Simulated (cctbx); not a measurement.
# HfMg3B2 across an absorption edge

Space group P6/mmm (no. 191), a = 5.7160 Å, b = 5.7160 Å, c = 3.6180 Å, α = 90.00°, β = 90.00°, γ = 120.00°.

```csv
atom,mult.,x,y,z,Ueq (Å²)
Hf1,1,0,0,0,0.0024
Mg1,3,0,1/2,1/2,0.0051
B1,2,2/3,1/3,0,0.0058
```

The model was made for the exercise: a known structure type with other elements put in, its volume estimated, not relaxed; displacement parameters are assumed.

Calculated with cctbx: free-atom f′ and f″ from the Sasaki tables, no fine structure; amplitudes in electrons.

| E (eV) | F 0 3 0 | F 0 1 0 | F 0 3 1 | F 0 0 2 |
| --- | --- | --- | --- | --- |
| 8961 | 41.1 | 44.5 | 52.9 | 73.4 |
| 9311 | 39.3 | 42.7 | 51.1 | 71.6 |
| 9441 | 37.8 | 41.1 | 49.5 | 70.0 |
| 9501 | 36.4 | 39.8 | 48.2 | 68.7 |
| 9531 | 35.0 | 38.3 | 46.8 | 67.2 |
| 9546 | 33.6 | 36.9 | 45.3 | 65.8 |
| 9553 | 32.3 | 35.6 | 44.1 | 64.5 |
| 9557 | 30.9 | 34.2 | 42.7 | 63.2 |
| 9565 | 32.1 | 35.2 | 43.5 | 63.6 |
| 9569 | 33.6 | 36.7 | 45.0 | 65.1 |
| 9576 | 34.9 | 38.1 | 46.3 | 66.5 |
| 9591 | 36.3 | 39.6 | 47.8 | 68.0 |
| 9621 | 37.7 | 41.0 | 49.2 | 69.5 |
| 9711 | 39.5 | 42.8 | 51.0 | 71.3 |
| 9961 | 41.3 | 44.7 | 52.8 | 73.2 |

**Question.** Which edge is crossed, and why do the reflections move as they do?

The L3 edge of Hf. The edge is at 9561 eV. f′ of Hf falls from -12.1 e at 9441 eV to -19.1 e at 4 eV below it, and f″ steps from 3.77 to 10.51 e across it. Over that approach |F| changes by -18 % (0 3 0), -17 % (0 1 0), -14 % (0 3 1) and -10 % (0 0 2): a reflection falls where Hf scatters in phase with the total and rises where it scatters against it; it hardly moves where the Hf term is small or cancels by symmetry. Above the edge the larger f″ enters the imaginary part, where it can add to or cancel the other atoms' f″. The structure is centrosymmetric, so Friedel mates stay equal.

[Logs are printed without paths, hosts, clocks, repeated set-up lines and the standing remarks that a program may print on its own settings, such as how far it seeks lower states.]
